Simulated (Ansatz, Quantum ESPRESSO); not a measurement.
# ZrB2 (P6/mmm): zone-centre phonons, part 3 of 3

Wanted: the vibrations of ZrB2 (P6/mmm) at Γ, by two programs.

Quantum ESPRESSO 7.5; DFT LDA, scalar-relativistic, plane waves, PseudoDojo norm-conserving pseudopotentials.

So far, highest optical zone-centre mode (no LO-TO term) (cm⁻¹): step 6 (modes with the sum rule) 796; step 8 (ASR simple) 796.

**9. Cross-check with Ansatz**

A second program on the same cell, potentials, cutoff and meshes tests the implementation of the phonon response, not its convergence. Its k mesh is centred on Γ.

This step: DFT LDA, scalar-relativistic, plane waves, PseudoDojo norm-conserving pseudopotentials (Ansatz 0.2.0).

File input.yaml:

```yaml
crystal:
  lattice:
    - [3.1332179982, 0.0, 0.0]
    - [-1.5666089991, 2.713446382, 0.0]
    - [0.0, 0.0, 3.4897737053]
  atoms:
    - { symbol: Zr, position: [0.0, 0.0, 0.0] }
    - { symbol: B, position: [0.3333333333, 0.6666666667, 0.5] }
    - { symbol: B, position: [0.6666666667, 0.3333333333, 0.5] }
kpoints:
  mp_grid: { grid: [15, 15, 12] }
hamiltonian:
  xc: lda
  pseudopotentials: { kind: nc, accuracy: standard }
scf:
  occupations: { method: cold, width: 0.27211 }
output:
  eigenvalues: true
basis:
  ecutwfc: 1034.033
phonons:
  method: dfpt
```

Launch:

```console
$ ansatz run input.yaml --threads 8 --pin off --max-ram 16384MiB --backend cpu --events-out ev --progress --plain --runs-dir out
```

Numbers of over 12 decimals in the logs are rounded to 6 here.

The program printed:

```text
zone centre: on kpoints.mp_grid the ground state, and the responses unless they are solved on pairs of k-points, stand on 448 of the mesh's 2700 k-points, reduced under 4 symmetry operations, with k and −k counted as one. Each operation leaves every solved displacement unchanged or reverses it
Engine: ansatz 0.2.0, x86_64-unknown-linux-gnu
Pseudopotentials: kind: nc
Pseudopotential: Zr, nc, valence charge 12, recommended cutoff 952.398519 eV (normal), Zr.nc.azcp (PseudoDojo's, or run here from an input of PseudoDojo's; its table is named by hamiltonian.pseudopotentials.accuracy)
Pseudopotential: B, nc, valence charge 3, recommended cutoff 1034.032677 eV (normal), B.nc.azcp (PseudoDojo's, or run here from an input of PseudoDojo's; its table is named by hamiltonian.pseudopotentials.accuracy)
Functional definition: SPW92
  exchange = slater_x
  correlation = pw_c
Crystal: 3 atoms, lattice volume = 29.669 Å³
Basis set: ecut = 1034.033 eV, 2221 PW (Γ), exchange–correlation on 72×72×80 points (8 copies of the dense FFT grid, shifted against one another)
Bands: 13, of which v1, the nominal top of the filled ones, is band 9 counted from 1 (8 counted from 0)
Symmetry: 24 space group operations
k-points: 448 of 2700 (irreducible under 4 space group operations, time reversal used)
Non-local potential: Zr, projectors of the file, l = 0: 2, l = 1: 2, l = 2: 2
Non-local potential: B, projectors of the file, l = 0: 2, l = 1: 2
Initial density: superposition of atomic densities (chi_scale 0.1, normalization cell, long waves kept (reshape's long-wave potential 0.00 eV rms))
Initial wavefunctions: pseudopotential atomic-orbital guess
Functional: x = slater, c = lda
SCF iter   1: F=—  HF=-1544.099111 eV  |F-HF|=—  |Δ(HF+E_count)|=         —  Δρ=6.29e-2  dr2=2.16e0  ethr=3.10e-3  ⟨swp⟩=5.6  Hψ=33581  notcnv=0
preconditioner: auto → none  [metal: Δε(μ)=0.031 eV  Ē_g=17.147 eV  σ=0.272 eV  W_gap=0.08  n_scr=8 (ndim 8)  ℏωp=27.3 eV  f_vac=0.000  D(μ)=0.27/eV (n_scr^D=0)  sad-step TF]
SCF iter   2: F=—  HF=-1543.573286 eV  |F-HF|=—  |Δ(HF+E_count)|=   5.26e-1  S|Δr|=    0.00e0  Δρ=3.10e-2  dr2=4.98e-1  ethr=3.10e-3  ⟨swp⟩=2.2  Hψ=11483  notcnv=0
SCF iter   3: F=—  HF=-1543.418975 eV  |F-HF|=—  |Δ(HF+E_count)|=   1.54e-1  S|Δr|=    0.00e0  Δρ=2.20e-3  dr2=7.41e-4  ethr=2.77e-3  ⟨swp⟩=6.0  Hψ=54448  notcnv=0
automatic band count: the SCF goes on with 17 bands, as 13 were too few: they end inside the smearing window of the response
SCF iter   4: F=—  HF=-1543.419800 eV  |F-HF|=—  |Δ(HF+E_count)|=   8.25e-4  S|Δr|=    0.00e0  Δρ=4.12e-4  dr2=2.68e-5  ethr=4.11e-6  ⟨swp⟩=2.4  Hψ=16065  notcnv=0
SCF iter   5: F=—  HF=-1543.419794 eV  |F-HF|=—  |Δ(HF+E_count)|=   6.17e-6  S|Δr|=    0.00e0  Δρ=6.92e-5  dr2=1.27e-6  ethr=1.49e-7  ⟨swp⟩=2.0  Hψ=10061  notcnv=0
SCF iter   6: F=—  HF=-1543.419794 eV  |F-HF|=—  |Δ(HF+E_count)|=   6.26e-7  S|Δr|=    0.00e0  Δρ=8.84e-6  dr2=1.40e-8  ethr=7.04e-9  ⟨swp⟩=2.7  Hψ=10056  notcnv=0
SCF iter   7: F=—  HF=-1543.419794 eV  |F-HF|=—  |Δ(HF+E_count)|=   2.51e-9  S|Δr|=    0.00e0  Δρ=2.20e-6  dr2=1.45e-9  ethr=7.80e-11  ⟨swp⟩=2.0  Hψ=10512  notcnv=0
SCF iter   8: F=—  HF=-1543.419794 eV  |F-HF|=—  |Δ(HF+E_count)|=  3.72e-10  S|Δr|=    0.00e0  Δρ=3.99e-7  dr2=1.07e-11  ethr=8.06e-12  ⟨swp⟩=2.7  Hψ=10359  notcnv=0
SCF iter   9: F=-1543.419794 eV  HF=-1543.419794 eV  |F-HF|=4.55e-13  |Δ(HF+E_count)|=  1.59e-12  S|Δr|=    0.00e0  Δρ=9.17e-8  dr2=6.43e-13  ethr=1.00e-12  ⟨swp⟩=10.4  Hψ=42359  notcnv=0
SCF 1 converged in 9 iterations: F = -1543.419794 eV  dr2 = 6.43e-13
DFPT response loops at Γ: preconditioner auto → Kerker (q_TF=auto, 2.510 Å⁻¹) (partly filled bands, converged f_vac=0.000); β = 1.00, the filter's whole step (`scf.mixing.beta` (0.50) is not read by the response loops under this deck's `scf.mixing.preconditioner`; to damp them name `kerker` or `kerker_dos`, under which they read `scf.mixing.beta`, and type it under 1.00, their step now; both keys bind the ground state too); Broyden in place of MSR1
SCF converged after 9 iterations
Stability not checked: this state was not tested for a lower state beside it, because cold or Methfessel-Paxton smearing, or corrected tetrahedra, fill the levels in a way that the test cannot read (fill_not_monotonic; see scf.lower_state_search)
Free energy (F): -1543.419794 eV
Harris-Foulkes:  -1543.419794 eV  (|F-HF|=4.55e-13)
Internal energy: -1543.419789 eV  (E = F + TS)
E sigma→0 (E₀):  -1543.419793 eV
Entropy (-TS):   -0.000005 eV (-0.002 meV/atom)
Fermi energy:    16.186763 eV
--- Per-component energies (eV) ---
  E_band       = -16.677430
  E_kinetic    = 509.832908
  E_local      = -689.797219  (includes V_loc(G=0)·N_el)
  E_nonlocal   = 144.318142
  E_hartree    = 164.458860
  E_xc         = -342.330480
  E_vxc        = -309.948994  (∫ρ·V_xc dr)
  E_ewald      = -1329.902000
  E_smearing   = -0.000005  (= −TS)
  E_closure    = 0.000000  (closes the sum)
  Σ components = -1543.419794   (vs F -1543.419794, Δ=0.00e0)
--- Band table (eV; the first three rows and the last of 448) ---
  k-point 0: bands = [... 5 lower, 13.4936, 13.4936, 13.5268, 13.9177, 19.7347, 19.7347, 20.5248, 20.5248, ... 4 higher]
  k-point 1: bands = [... 5 lower, 12.8209, 13.5613, 13.5613, 14.5920, 19.1597, 19.1597, 20.3017, 20.3017, ... 4 higher]
  k-point 2: bands = [... 5 lower, 11.9167, 13.7619, 13.7619, 15.4248, 18.2885, 18.2885, 19.7113, 19.7113, ... 4 higher]
  k-point 447: bands = [... 5 lower, 9.2280, 11.5338, 12.6140, 13.6008, 19.7644, 21.1812, 21.3457, 22.4344, ... 4 higher]
--- Phonons (Γ-DFPT): 4 representative perturbations + reference, on 448 of 2700 k-points (Σ response iterations 12) ---
  k mesh reduced under 4 symmetry operations, with k and −k counted as one. Each operation leaves every solved displacement unchanged or reverses it
  ASR residual: 1.882e-4 → 0.000e0 eV/Å²; symmetrization residual: 2.174e-6 eV/Å²
  ASR residual per site (eV/Å²): 1.88e-4 2.30e-6 2.30e-6
  Γ frequencies (cm⁻¹): 0.00 0.00 0.00 467.95 467.95 489.07 577.08 795.97 795.97
  non-analytic LO–TO correction: not included (Born effective charges unavailable; polar crystals: no LO–TO splitting at Γ)
```

It took 42 s on 8 threads of Intel Xeon at 2.70GHz, shared host; peak memory 1.8 GiB.

Read from the output:

```yaml
sum_rule_residual_before_enforcement: 1.88e-4 eV/Å²
```

**10. The two compared: QE PseudoDojo and Ansatz, PseudoDojo**

Worked out from the results:

- root-mean-square difference: 0.01 cm⁻¹
- largest difference: 0.01 cm⁻¹

Frequencies side by side, by row:

```
q (reciprocal lattice)  mode  QE PseudoDojo (cm⁻¹)  Ansatz, PseudoDojo (cm⁻¹)
                 0 0 0     1                     0                          0
                 0 0 0     2                     0                          0
                 0 0 0     3                     0                          0
                 0 0 0     4                 467.9                      467.9
                 0 0 0     5                 467.9                      467.9
                 0 0 0     6                 489.1                      489.1
                 0 0 0     7                 577.1                      577.1
                 0 0 0     8                   796                        796
                 0 0 0     9                   796                        796
```

At the zone centre the largest difference (acoustic modes at Γ apart) is 0.001 % of the highest mode.

**11. A second program**

The same cell goes through another code, with its own cutoff. It uses its own PAW datasets, so the potentials differ. Its k mesh is centred on Γ.

This step: DFT LDA, scalar-relativistic, plane waves, PAW (Ansatz 0.2.0).

Changes to input.yaml since step 9:

```diff
@@ -13,3 +13,2 @@
   xc: lda
-  pseudopotentials: { kind: nc, accuracy: standard }
 scf:
@@ -18,4 +17,2 @@
   eigenvalues: true
-basis:
-  ecutwfc: 1034.033
 phonons:
```

The program printed:

```text
[...]
Crystal: 3 atoms, lattice volume = 29.669 Å³
Basis set: ecut = 420 eV, 563 PW (Γ), exchange–correlation on 48×48×48 points (8 copies of the dense FFT grid, shifted against one another)
Bands: 13, of which v1, the nominal top of the filled ones, is band 9 counted from 1 (8 counted from 0)
Symmetry: 24 space group operations
k-points: 448 of 2700 (irreducible under 4 space group operations, time reversal used)
[...]
SCF iter   1: F=—  HF=-4380.275604 eV  |F-HF|=—  |Δ(HF+E_count)|=         —  Δρ=5.10e-3  dr2=5.07e-3  ethr=1.77e-3  ⟨swp⟩=5.1  Hψ=63906  notcnv=0
[...]
SCF iter   8: F=-4380.274301 eV  HF=-4380.274301 eV  |F-HF|=0.00e0  |Δ(HF+E_count)|=  3.09e-11  S|Δr|=    0.00e0  Δρ=5.84e-8  dr2=2.67e-13  ethr=1.00e-12  ⟨swp⟩=8.2  Hψ=34206  notcnv=0
SCF 1 converged in 8 iterations: F = -4380.274301 eV  dr2 = 2.67e-13
[...]
SCF converged after 8 iterations
[...]
Free energy (F): -4380.274301 eV
[...]
Internal energy: -4380.274293 eV  (E = F + TS)
E sigma→0 (E₀):  -4380.274298 eV
Entropy (-TS):   -0.000009 eV (-0.003 meV/atom)
Fermi energy:    16.102004 eV
[...]
--- Band table (eV; the first three rows and the last of 448) ---
  k-point 0: bands = [... 5 lower, 13.4177, 13.4177, 13.4456, 13.8408, 19.6534, 19.6534, 20.4474, 20.4474, ... 4 higher]
  k-point 1: bands = [... 5 lower, 12.7433, 13.4851, 13.4851, 14.5117, 19.0739, 19.0739, 20.2227, 20.2227, ... 4 higher]
  k-point 2: bands = [... 5 lower, 11.8411, 13.6850, 13.6850, 15.3430, 18.2017, 18.2017, 19.6294, 19.6294, ... 4 higher]
  k-point 447: bands = [... 5 lower, 9.1537, 11.4623, 12.5400, 13.5238, 19.6835, 21.0888, 21.2600, 22.3449, ... 4 higher]
[...]
ASR residual: 2.141e-5 → 0.000e0 eV/Å²; symmetrization residual: 5.635e-7 eV/Å²
  ASR residual per site (eV/Å²): 2.14e-5 5.96e-6 5.96e-6
  Γ frequencies (cm⁻¹): 0.00 0.00 0.00 467.25 467.25 487.14 576.17 794.94 794.94
[...]
```

It took 19 s on 8 threads; peak memory 0.97 GiB.

Read from the output:

| Item | Value |
| --- | --- |
| sum-rule residual before enforcement | 2.14e-5 eV/Å² |
| highest optical zone-centre mode (no LO-TO term) | 794.9 cm⁻¹ |
| lowest optical zone-centre mode | 467.2 cm⁻¹ |

**12. Side by side: QE PseudoDojo and Ansatz, PAW**

Worked out from the results:

```
root-mean-square difference : 1.13 cm⁻¹
largest difference          : 1.93 cm⁻¹
```

Frequencies side by side, by row:

```
q (reciprocal lattice)  mode  QE PseudoDojo (cm⁻¹)  Ansatz, PAW (cm⁻¹)
                 0 0 0     1                     0                   0
                 0 0 0     2                     0                   0
                 0 0 0     3                     0                   0
                 0 0 0     4                 467.9               467.2
                 0 0 0     5                 467.9               467.2
                 0 0 0     6                 489.1               487.1
                 0 0 0     7                 577.1               576.2
                 0 0 0     8                   796               794.9
                 0 0 0     9                   796               794.9
```

At the zone centre the largest difference (acoustic modes at Γ apart) is 0.2 % of the highest mode.

**13. Summary of results**

* space group after relaxation: P6/mmm
* volume per atom: 9.89 Å³
* highest optical zone-centre mode (no LO-TO term): 796.0 cm⁻¹
* lowest optical zone-centre mode: 467.9 cm⁻¹
* imaginary optical modes at the zone centre (no q mesh in this session): none
* largest difference from Ansatz, PseudoDojo: 0.01 cm⁻¹

**Reading.** At the LDA level the optical modes of ZrB2 (P6/mmm) at the zone centre run from 468 to 796 cm⁻¹. Of the 6 optical modes, 3 are infrared active alone, 1 is silent and 2 are Raman active alone; inversion symmetry keeps the two sets apart. QE PseudoDojo and Ansatz, PseudoDojo agree to 0.01 cm⁻¹ (0.001 % of the highest mode compared) on all solved modes but the acoustic ones at Γ, without the LO-TO term. QE PseudoDojo and Ansatz, PAW differ by 1.1 cm⁻¹ in the root mean square and by 1.9 cm⁻¹ at most, 0.2 % of the highest mode compared (acoustic modes at Γ left out). These are harmonic frequencies at zero temperature: anharmonic shifts and linewidths and thermal expansion are left out. In a metal the frequencies hang on the k mesh and the smearing, most of all near Kohn anomalies.

[Host names and launcher messages were left out of these logs when they were recorded.]

[Logs are printed without paths, hosts, clocks, repeated set-up lines and the standing remarks that a program may print on its own settings, such as how far it seeks lower states.]

[Hosts, paths, dates, database ids (printed as entryN), source tags and the programs' standing remarks are cut or masked in the printed files.]
